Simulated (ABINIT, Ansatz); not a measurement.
# Hf (Hafnium): from the cell to the phonon bands, part 3 of 4

How does Hf (Hafnium) vibrate, and is this structure a minimum?

ABINIT 10.8.3; DFT PBE, scalar-relativistic, plane waves, PseudoDojo norm-conserving pseudopotentials.

So far. Step 4 (Ground state): The cell stands at -0.57 GPa: the relaxation ran with a smoothed and higher cutoff, and the difference is a stress of the finite basis. Step 5 (Zone-centre response): The acoustic modes at Γ come out as far as 2.5 cm⁻¹ from zero, where they should vanish, a small numerical error. The relaxed cell has a = 3.205, c = 5.074 Å (conventional setting).

## (7) Interpolated phonon bands

anaddb transforms the dynamical matrices to force constants and back along the path; points of the mesh come back as solved, but for the sum rule and, in polar crystals, the LO-TO term at Γ; the rest is interpolation.

Contents of anaddb.abi:

```
ddb_filepath "all_DDB"
output_file "anaddb.abo"
outdata_prefix "anaddb"
ifcflag 1
ngqpt 3 3 2
nqshft 1
q1shft 0.0 0.0 0.0
asr 1
chneut 0
dipdip 0
dipquad 0
quadquad 0
enunit 0
eivec 0
nph1l 93
qph1l 
    0.0 0.0 0.0 1.0
    0.05 0.0 0.0 1.0
    0.1 0.0 0.0 1.0
    0.15 0.0 0.0 1.0
    0.2 0.0 0.0 1.0
    0.25 0.0 0.0 1.0
    0.3 0.0 0.0 1.0
    0.35 0.0 0.0 1.0
    0.4 0.0 0.0 1.0
    0.45 0.0 0.0 1.0
    0.5 0.0 0.0 1.0
    0.48333333 0.03333333 0.0 1.0
    0.46666667 0.06666667 0.0 1.0
    0.45 0.1 0.0 1.0
    0.43333333 0.13333333 0.0 1.0
    0.41666667 0.16666667 0.0 1.0
    0.4 0.2 0.0 1.0
    0.38333333 0.23333333 0.0 1.0
    0.36666667 0.26666667 0.0 1.0
    0.35 0.3 0.0 1.0
    0.33333333 0.33333333 0.0 1.0
    0.3 0.3 0.0 1.0
    0.26666667 0.26666667 0.0 1.0
    0.23333333 0.23333333 0.0 1.0
    0.2 0.2 0.0 1.0
    0.16666667 0.16666667 0.0 1.0
    0.13333333 0.13333333 0.0 1.0
    0.1 0.1 0.0 1.0
    0.06666667 0.06666667 0.0 1.0
    0.03333333 0.03333333 0.0 1.0
    0.0 0.0 0.0 1.0
    0.0 0.0 0.05 1.0
    0.0 0.0 0.1 1.0
    0.0 0.0 0.15 1.0
    0.0 0.0 0.2 1.0
    0.0 0.0 0.25 1.0
    0.0 0.0 0.3 1.0
    0.0 0.0 0.35 1.0
    0.0 0.0 0.4 1.0
    0.0 0.0 0.45 1.0
    0.0 0.0 0.5 1.0
    0.05 0.0 0.5 1.0
    0.1 0.0 0.5 1.0
    0.15 0.0 0.5 1.0
    0.2 0.0 0.5 1.0
    0.25 0.0 0.5 1.0
    0.3 0.0 0.5 1.0
    0.35 0.0 0.5 1.0
    0.4 0.0 0.5 1.0
    0.45 0.0 0.5 1.0
    0.5 0.0 0.5 1.0
    0.48333333 0.03333333 0.5 1.0
    0.46666667 0.06666667 0.5 1.0
    0.45 0.1 0.5 1.0
    0.43333333 0.13333333 0.5 1.0
    0.41666667 0.16666667 0.5 1.0
    0.4 0.2 0.5 1.0
    0.38333333 0.23333333 0.5 1.0
    0.36666667 0.26666667 0.5 1.0
    0.35 0.3 0.5 1.0
    0.33333333 0.33333333 0.5 1.0
    0.3 0.3 0.5 1.0
    0.26666667 0.26666667 0.5 1.0
    0.23333333 0.23333333 0.5 1.0
    0.2 0.2 0.5 1.0
    0.16666667 0.16666667 0.5 1.0
    0.13333333 0.13333333 0.5 1.0
    0.1 0.1 0.5 1.0
    0.06666667 0.06666667 0.5 1.0
    0.03333333 0.03333333 0.5 1.0
    0.0 0.0 0.5 1.0
    0.5 0.0 0.5 1.0
    0.5 0.0 0.45 1.0
    0.5 0.0 0.4 1.0
    0.5 0.0 0.35 1.0
    0.5 0.0 0.3 1.0
    0.5 0.0 0.25 1.0
    0.5 0.0 0.2 1.0
    0.5 0.0 0.15 1.0
    0.5 0.0 0.1 1.0
    0.5 0.0 0.05 1.0
    0.5 0.0 0.0 1.0
    0.33333333 0.33333333 0.5 1.0
    0.33333333 0.33333333 0.45 1.0
    0.33333333 0.33333333 0.4 1.0
    0.33333333 0.33333333 0.35 1.0
    0.33333333 0.33333333 0.3 1.0
    0.33333333 0.33333333 0.25 1.0
    0.33333333 0.33333333 0.2 1.0
    0.33333333 0.33333333 0.15 1.0
    0.33333333 0.33333333 0.1 1.0
    0.33333333 0.33333333 0.05 1.0
    0.33333333 0.33333333 0.0 1.0
```

Contents of mrgddb.in:

```
all_DDB
merged
6
dfpt_gammao_DDB
dfpt_qo_DS1_DDB
dfpt_qo_DS2_DDB
dfpt_qo_DS3_DDB
dfpt_qo_DS4_DDB
dfpt_qo_DS5_DDB
```

Launch:

```sh
> mrgddb < mrgddb.in > mrgddb.log
> OMP_NUM_THREADS=1 anaddb anaddb.abi > anaddb.log
```

anaddb.abo, the main output file:

```text
[banners, grids, parts of the stress and lines that vanish by symmetry left out]
-outvars_anaddb: echo values of input variables ----------------------

 Flags :
[...]
Phonon wavevector (reduced coordinates) :  0.00000  0.00000  0.00000
 Phonon energies in Hartree :
[...]
Phonon frequencies in cm-1    :
-  0.000000E+00  0.000000E+00  0.000000E+00  7.787617E+01  7.787617E+01
-  1.024630E+02
[...]
Phonon wavevector (reduced coordinates) :  0.05000  0.00000  0.00000
 Phonon energies in Hartree :
[...]
Phonon frequencies in cm-1    :
-  1.094856E+01  1.260400E+01  1.963172E+01  7.926193E+01  8.041813E+01
-  1.030708E+02
[...]
Phonon wavevector (reduced coordinates) :  0.10000  0.00000  0.00000
 Phonon energies in Hartree :
[...]
Phonon frequencies in cm-1    :
-  2.167796E+01  2.442452E+01  3.881692E+01  8.316506E+01  8.723902E+01
-  1.047342E+02
[...]
Phonon wavevector (reduced coordinates) :  0.15000  0.00000  0.00000
 Phonon energies in Hartree :
[...]
Phonon frequencies in cm-1    :
-  3.198707E+01  3.476919E+01  5.710433E+01  8.893881E+01  9.654560E+01
-  1.070336E+02
[...]
Phonon wavevector (reduced coordinates) :  0.20000  0.00000  0.00000
 Phonon energies in Hartree :
[...]
Phonon frequencies in cm-1    :
-  4.170428E+01  4.314448E+01  7.405767E+01  9.576934E+01  1.065528E+02
-  1.094324E+02
[...]
Phonon wavevector (reduced coordinates) :  0.25000  0.00000  0.00000
 Phonon energies in Hartree :
[...]
Phonon frequencies in cm-1    :
-  4.934501E+01  5.068464E+01  8.929157E+01  1.028469E+02  1.114312E+02
-  1.159322E+02
  Phonon wavevector (reduced coordinates) :  0.30000  0.00000  0.00000
 Phonon energies in Hartree :
[...]
Phonon frequencies in cm-1    :
-  5.346948E+01  5.878535E+01  1.024992E+02  1.094650E+02  1.126855E+02
-  1.238238E+02
  Phonon wavevector (reduced coordinates) :  0.35000  0.00000  0.00000
 Phonon energies in Hartree :
[...]
Phonon frequencies in cm-1    :
-  5.586179E+01  6.581533E+01  1.130798E+02  1.134562E+02  1.150757E+02
-  1.297281E+02
  Phonon wavevector (reduced coordinates) :  0.40000  0.00000  0.00000
 Phonon energies in Hartree :
[...]
Phonon frequencies in cm-1    :
-  5.701262E+01  7.146389E+01  1.127723E+02  1.193021E+02  1.219913E+02
-  1.334122E+02
  Phonon wavevector (reduced coordinates) :  0.45000  0.00000  0.00000
 Phonon energies in Hartree :
[...]
Phonon frequencies in cm-1    :
-  5.743615E+01  7.524653E+01  1.121963E+02  1.219154E+02  1.278709E+02
-  1.349141E+02
  Phonon wavevector (reduced coordinates) :  0.50000  0.00000  0.00000
 Phonon energies in Hartree :
[...]
Phonon frequencies in cm-1    :
-  5.752759E+01  7.659973E+01  1.119109E+02  1.227983E+02  1.302514E+02
-  1.350003E+02
  Phonon wavevector (reduced coordinates) :  0.48333  0.03333  0.00000
 Phonon energies in Hartree :
[...]
Phonon frequencies in cm-1    :
-  5.860042E+01  7.691945E+01  1.117876E+02  1.217820E+02  1.314498E+02
-  1.347157E+02
  Phonon wavevector (reduced coordinates) :  0.46667  0.06667  0.00000
 Phonon energies in Hartree :
[...]
Phonon frequencies in cm-1    :
-  6.166626E+01  7.786167E+01  1.114158E+02  1.197539E+02  1.338679E+02
-  1.340075E+02
  Phonon wavevector (reduced coordinates) :  0.45000  0.10000  0.00000
 Phonon energies in Hartree :
[...]
Phonon frequencies in cm-1    :
-  6.633749E+01  7.937767E+01  1.107901E+02  1.176353E+02  1.324744E+02
-  1.369520E+02
[...]
Phonon wavevector (reduced coordinates) :  0.10000  0.00000  0.50000
 Phonon energies in Hartree :
[...]
Phonon frequencies in cm-1    :
-  6.216473E+01  6.216473E+01  6.443632E+01  6.443632E+01  1.104237E+02
-  1.104237E+02
  Phonon wavevector (reduced coordinates) :  0.15000  0.00000  0.50000
 Phonon energies in Hartree :
[...]
Phonon frequencies in cm-1    :
-  6.889803E+01  6.889803E+01  7.263365E+01  7.263365E+01  1.154511E+02
-  1.154511E+02
  Phonon wavevector (reduced coordinates) :  0.20000  0.00000  0.50000
 Phonon energies in Hartree :
[...]
Phonon frequencies in cm-1    :
-  7.584270E+01  7.584270E+01  8.023537E+01  8.023537E+01  1.214681E+02
-  1.214681E+02
  Phonon wavevector (reduced coordinates) :  0.25000  0.00000  0.50000
 Phonon energies in Hartree :
[...]
Phonon frequencies in cm-1    :
-  8.201929E+01  8.201929E+01  8.601755E+01  8.601755E+01  1.277652E+02
-  1.277652E+02
  Phonon wavevector (reduced coordinates) :  0.30000  0.00000  0.50000
 Phonon energies in Hartree :
[...]
Phonon frequencies in cm-1    :
-  8.692440E+01  8.692440E+01  8.963529E+01  8.963529E+01  1.336571E+02
-  1.336571E+02
  Phonon wavevector (reduced coordinates) :  0.35000  0.00000  0.50000
 Phonon energies in Hartree :
[...]
Phonon frequencies in cm-1    :
-  9.043145E+01  9.043145E+01  9.137100E+01  9.137100E+01  1.385937E+02
-  1.385937E+02
[...]
Phonon wavevector (reduced coordinates) :  0.33333  0.33333  0.05000
 Phonon energies in Hartree :
[...]
Phonon frequencies in cm-1    :
-  9.610699E+01  9.610699E+01  1.108756E+02  1.108756E+02  1.124982E+02
-  1.500571E+02
  Phonon wavevector (reduced coordinates) :  0.33333  0.33333  0.00000
 Phonon energies in Hartree :
[...]
Phonon frequencies in cm-1    :
-  9.843318E+01  9.843318E+01  1.086270E+02  1.086270E+02  1.121979E+02
-  1.502417E+02
-
```

Wall time 0.69 s (1 thread of Intel Xeon 6975P-C (Granite Rapids), shared host).

This step gave:

- lowest frequency on the path: 0 cm⁻¹

Anaddb. Phonon branches along the path, in cm⁻¹:

```
    point  branch 1  branch 2  branch 3  branch 4  branch 5  branch 6
        Γ         0         0         0        78        78       102
  halfway        49        51        89       103       111       116
        M        58        77       112       123       130       135
  halfway        79        84       109       114       128       143
        K        98        98       109       109       112       150
  halfway        58        65        87       112       116       119
        Γ         0         0         0        78        78       102
  halfway        30        30        67        72        72       109
        A        55        55        55        55       106       106
  halfway        82        82        86        86       128       128
        L        92        92        94        94       145       145
  halfway        67        67       120       120       144       144
        H        56        56       134       134       141       141
  halfway        73        73       102       102       131       131
        A        55        55        55        55       106       106
jump to L        92        92        94        94       145       145
  halfway        70        86       102       115       137       140
        M        58        77       112       123       130       135
jump to H        56        56       134       134       141       141
  halfway        75        75       119       129       129       146
        K        98        98       109       109       112       150
```

The phonon branches as a text plot (rows in cm⁻¹):

```
    147 |          *****                  ***            *     **
    141 |         *     *               **   *****       **  **
    135 |      ***                     *       *  *       *** *
    128 |     * ****    **            *       * ** *        **
    122 |    * ***    ** *                   *      *      ** **
    116 |    ***  ***                *      *        *    *    *
    110 |  ***  ************    *****             *   ** * **   *
    103 |**  *      * **  ******  *        *       *    * *
     97 |  **       **  **                *              *      *
     91 |  *        * **   **          ****         *    *
     84 | *       **   **   *    *    **   *              *    *
     78 |*      **      ***  ***                     *   * **
     72 |   *  *  *             *    *      *     ***     *   *
     66 |     *          *      **  *        *   *   **
     59 |  * * ***         *      ***         ***      *   ***
     53 |    **           *       *                     *
     47 |                 *
     41 | * *              **    *
     34 |  *               *
     28 |                   *  **
     22 |**                 **
     16 |*                   *
      9 |*                   * *
      3 |                     *
         Γ      M    K        Γ   A       L    H       A|L M|H  K
```

All branches are real along the path.

## (8) Density of states

Sums over the zone need many more wavevectors than were solved, so the interpolation is sampled on a dense mesh.

Contents of anaddb.abi:

```
ddb_filepath "all_DDB"
output_file "anaddb.abo"
outdata_prefix "anaddb"
ifcflag 1
ngqpt 3 3 2
nqshft 1
q1shft 0.0 0.0 0.0
asr 1
chneut 0
dipdip 0
dipquad 0
quadquad 0
prtdos 2
ng2qpt 16 16 9
dosdeltae 4.5563e-06
ntemper 11
temperinc 100.0
tempermin 0.0
```

Launch:

```sh
> OMP_NUM_THREADS=1 anaddb anaddb.abi > anaddb.log
```

anaddb.abo, the main output file:

```text
-outvars_anaddb: echo values of input variables ----------------------

 Flags :
     ifcflag         1
 Miscellaneous information :
         asr         1
      chneut         0
 Interatomic Force Constants Inputs :
      dipdip         0
     dipquad         0
    quadquad         0
      ifcana         0
      ifcout         0
 Description of grid 1 :
        brav         1
       ngqpt         3         3         2
      nqshft         1
      q1shft
                     0.00000000E+00  0.00000000E+00  0.00000000E+00
 Phonon DOS information :
   dosdeltae  4.55630000E-06
    dossmear  4.55633525E-06
 Description of grid 2 (Fourier interp. or BZ sampling):
      ng2qpt        16        16         9
      ngrids         4
      q2shft         0.00000000E+00  0.00000000E+00  0.00000000E+00

================================================================================

 read the DDB information and perform some checks

  ==== Info on the Cryst% object ====
 Real(R)+Recip(G) space primitive vectors, cartesian coordinates (Bohr,Bohr^-1):
 R(1)=  6.0558196  0.0000000  0.0000000  G(1)=  0.1651304  0.0953381  0.0000000
 R(2)= -3.0279098  5.2444936  0.0000000  G(2)=  0.0000000  0.1906762  0.0000000
 R(3)=  0.0000000  0.0000000  9.5876524  G(3)=  0.0000000  0.0000000  0.1043008
 Unit cell volume ucvol=  3.0450103E+02 bohr^3
 Angles (23,13,12)=  9.00000000E+01  9.00000000E+01  1.20000000E+02 degrees
 Time-reversal symmetry is present
 Reduced atomic positions [iatom, xred, symbol]:
    1)    0.3333333  0.6666667  0.2500000  Hf
    2)    0.6666667  0.3333333  0.7500000  Hf

 DDB file with 6 blocks has been read.

================================================================================

 Calculation of the interatomic forces

       Homogeneous q point set in the B.Z.
 Grid q points  :       18
  1)   0.00000000E+00  0.00000000E+00  0.00000000E+00
  2)   3.33333333E-01  0.00000000E+00  0.00000000E+00
  3)  -3.33333333E-01  0.00000000E+00  0.00000000E+00
  4)   0.00000000E+00  3.33333333E-01  0.00000000E+00
  5)   3.33333333E-01  3.33333333E-01  0.00000000E+00
  6)  -3.33333333E-01  3.33333333E-01  0.00000000E+00
  7)   0.00000000E+00 -3.33333333E-01  0.00000000E+00
  8)   3.33333333E-01 -3.33333333E-01  0.00000000E+00
  9)  -3.33333333E-01 -3.33333333E-01  0.00000000E+00
 10)   0.00000000E+00  0.00000000E+00  5.00000000E-01
 11)   3.33333333E-01  0.00000000E+00  5.00000000E-01
 12)  -3.33333333E-01  0.00000000E+00  5.00000000E-01
 13)   0.00000000E+00  3.33333333E-01  5.00000000E-01
 14)   3.33333333E-01  3.33333333E-01  5.00000000E-01
 15)  -3.33333333E-01  3.33333333E-01  5.00000000E-01
 16)   0.00000000E+00 -3.33333333E-01  5.00000000E-01
 17)   3.33333333E-01 -3.33333333E-01  5.00000000E-01
 18)  -3.33333333E-01 -3.33333333E-01  5.00000000E-01

 The interatomic forces have been obtained

================================================================================

 Calculation of phonon density of states

 Average speed of sound partial sums:     0.1073641195E-02 (at units)
-                                   =           2.3488 [km/s]

 Debye frequency from partial sums:     0.6220327267E-03 (Ha)
-                                 =     0.4092778730E+01 (THz)
-Debye temperature from partial sums:     0.1964223997E+03 (K)

 Average speed of sound:     0.1065967793E-02 (at units)
-                      =           2.3320 [km/s]

 Debye frequency from DOS:     0.6175870071E-03 (Ha)
-                        =     0.4063527300E+01 (THz)
-Debye temperature from DOS:     0.1950185525E+03 (K)

-
```

It took 0.73 s on 1 thread.

Numbers from this step:

```
share of modes beyond 3i cm⁻¹ on the dense interpolated mesh : 0
zero-point energy per atom                                   : 18.6 meV
heat capacity at 300 K                                       : 24.44 J/(mol atoms K)
vibrational entropy at 300 K                                 : 44.68 J/(mol atoms K)
```

The phonon density of states has structure finer than the step of the table below, so its rows give means over 5 cm⁻¹, whole bins alone (the curve runs from -30 to 180 cm⁻¹). Peaks (cm⁻¹: height): 68.0: 0.103, 112.0: 0.0966, 135.0: 0.0822, 142.0: 0.0973.

Tetrahedra. Table of phonon density of states by wavenumber; means over each step:

```
wavenumber (cm⁻¹)  phonon density of states (1/cm⁻¹/cell)
                0                                  2.5e-6
                5                                  6.7e-5
               10                                  2.5e-4
               15                                  6.9e-4
               20                                 0.00142
               25                                 0.00234
               30                                 0.00367
               35                                 0.00528
               40                                 0.00735
               45                                  0.0101
               50                                  0.0139
               55                                  0.0201
               60                                  0.0381
               65                                  0.0638
               70                                  0.0844
               75                                  0.0699
               80                                  0.0653
               85                                  0.0579
               90                                  0.0419
               95                                  0.0423
              100                                  0.0641
              105                                  0.0753
              110                                  0.0808
              115                                  0.0709
              120                                  0.0668
              125                                  0.0602
              130                                  0.0697
              135                                  0.0706
              140                                  0.0796
              145                                  0.0330
              150                                 0.00196
              155                                       0
```

Harmonic thermodynamic functions per atom, summed over the density of states scaled to three modes an atom; melting is ignored. Thermodynamic functions:

```
T (K)  F_vib (meV/atom)  S (J/mol-atom/K)  C_V (J/mol-atom/K)
    0              18.6                 0                   0
   50              17.5             7.051               13.25
  100             10.57             19.19               20.88
  200            -18.21             34.88               23.82
  300            -59.76             44.68               24.44
  400            -109.9             51.74               24.66
  500            -166.5             57.25               24.76
  600            -228.2             61.77               24.82
  700            -294.3              65.6               24.85
  800              -364             68.92               24.87
  900              -437             71.85               24.89
 1000            -512.9             74.47                24.9
```

At 300 K the heat capacity has reached 98 % of the Dulong-Petit value.

[end of part 3 of 4]

[Host names and launcher messages were left out of these logs when they were recorded.]

[Logs are printed without paths, hosts, clocks, repeated set-up lines and the standing remarks that a program may print on its own settings, such as how far it seeks lower states.]

[Hosts, paths, dates, database ids (printed as entryN), source tags and the programs' standing remarks are cut or masked in the printed files.]
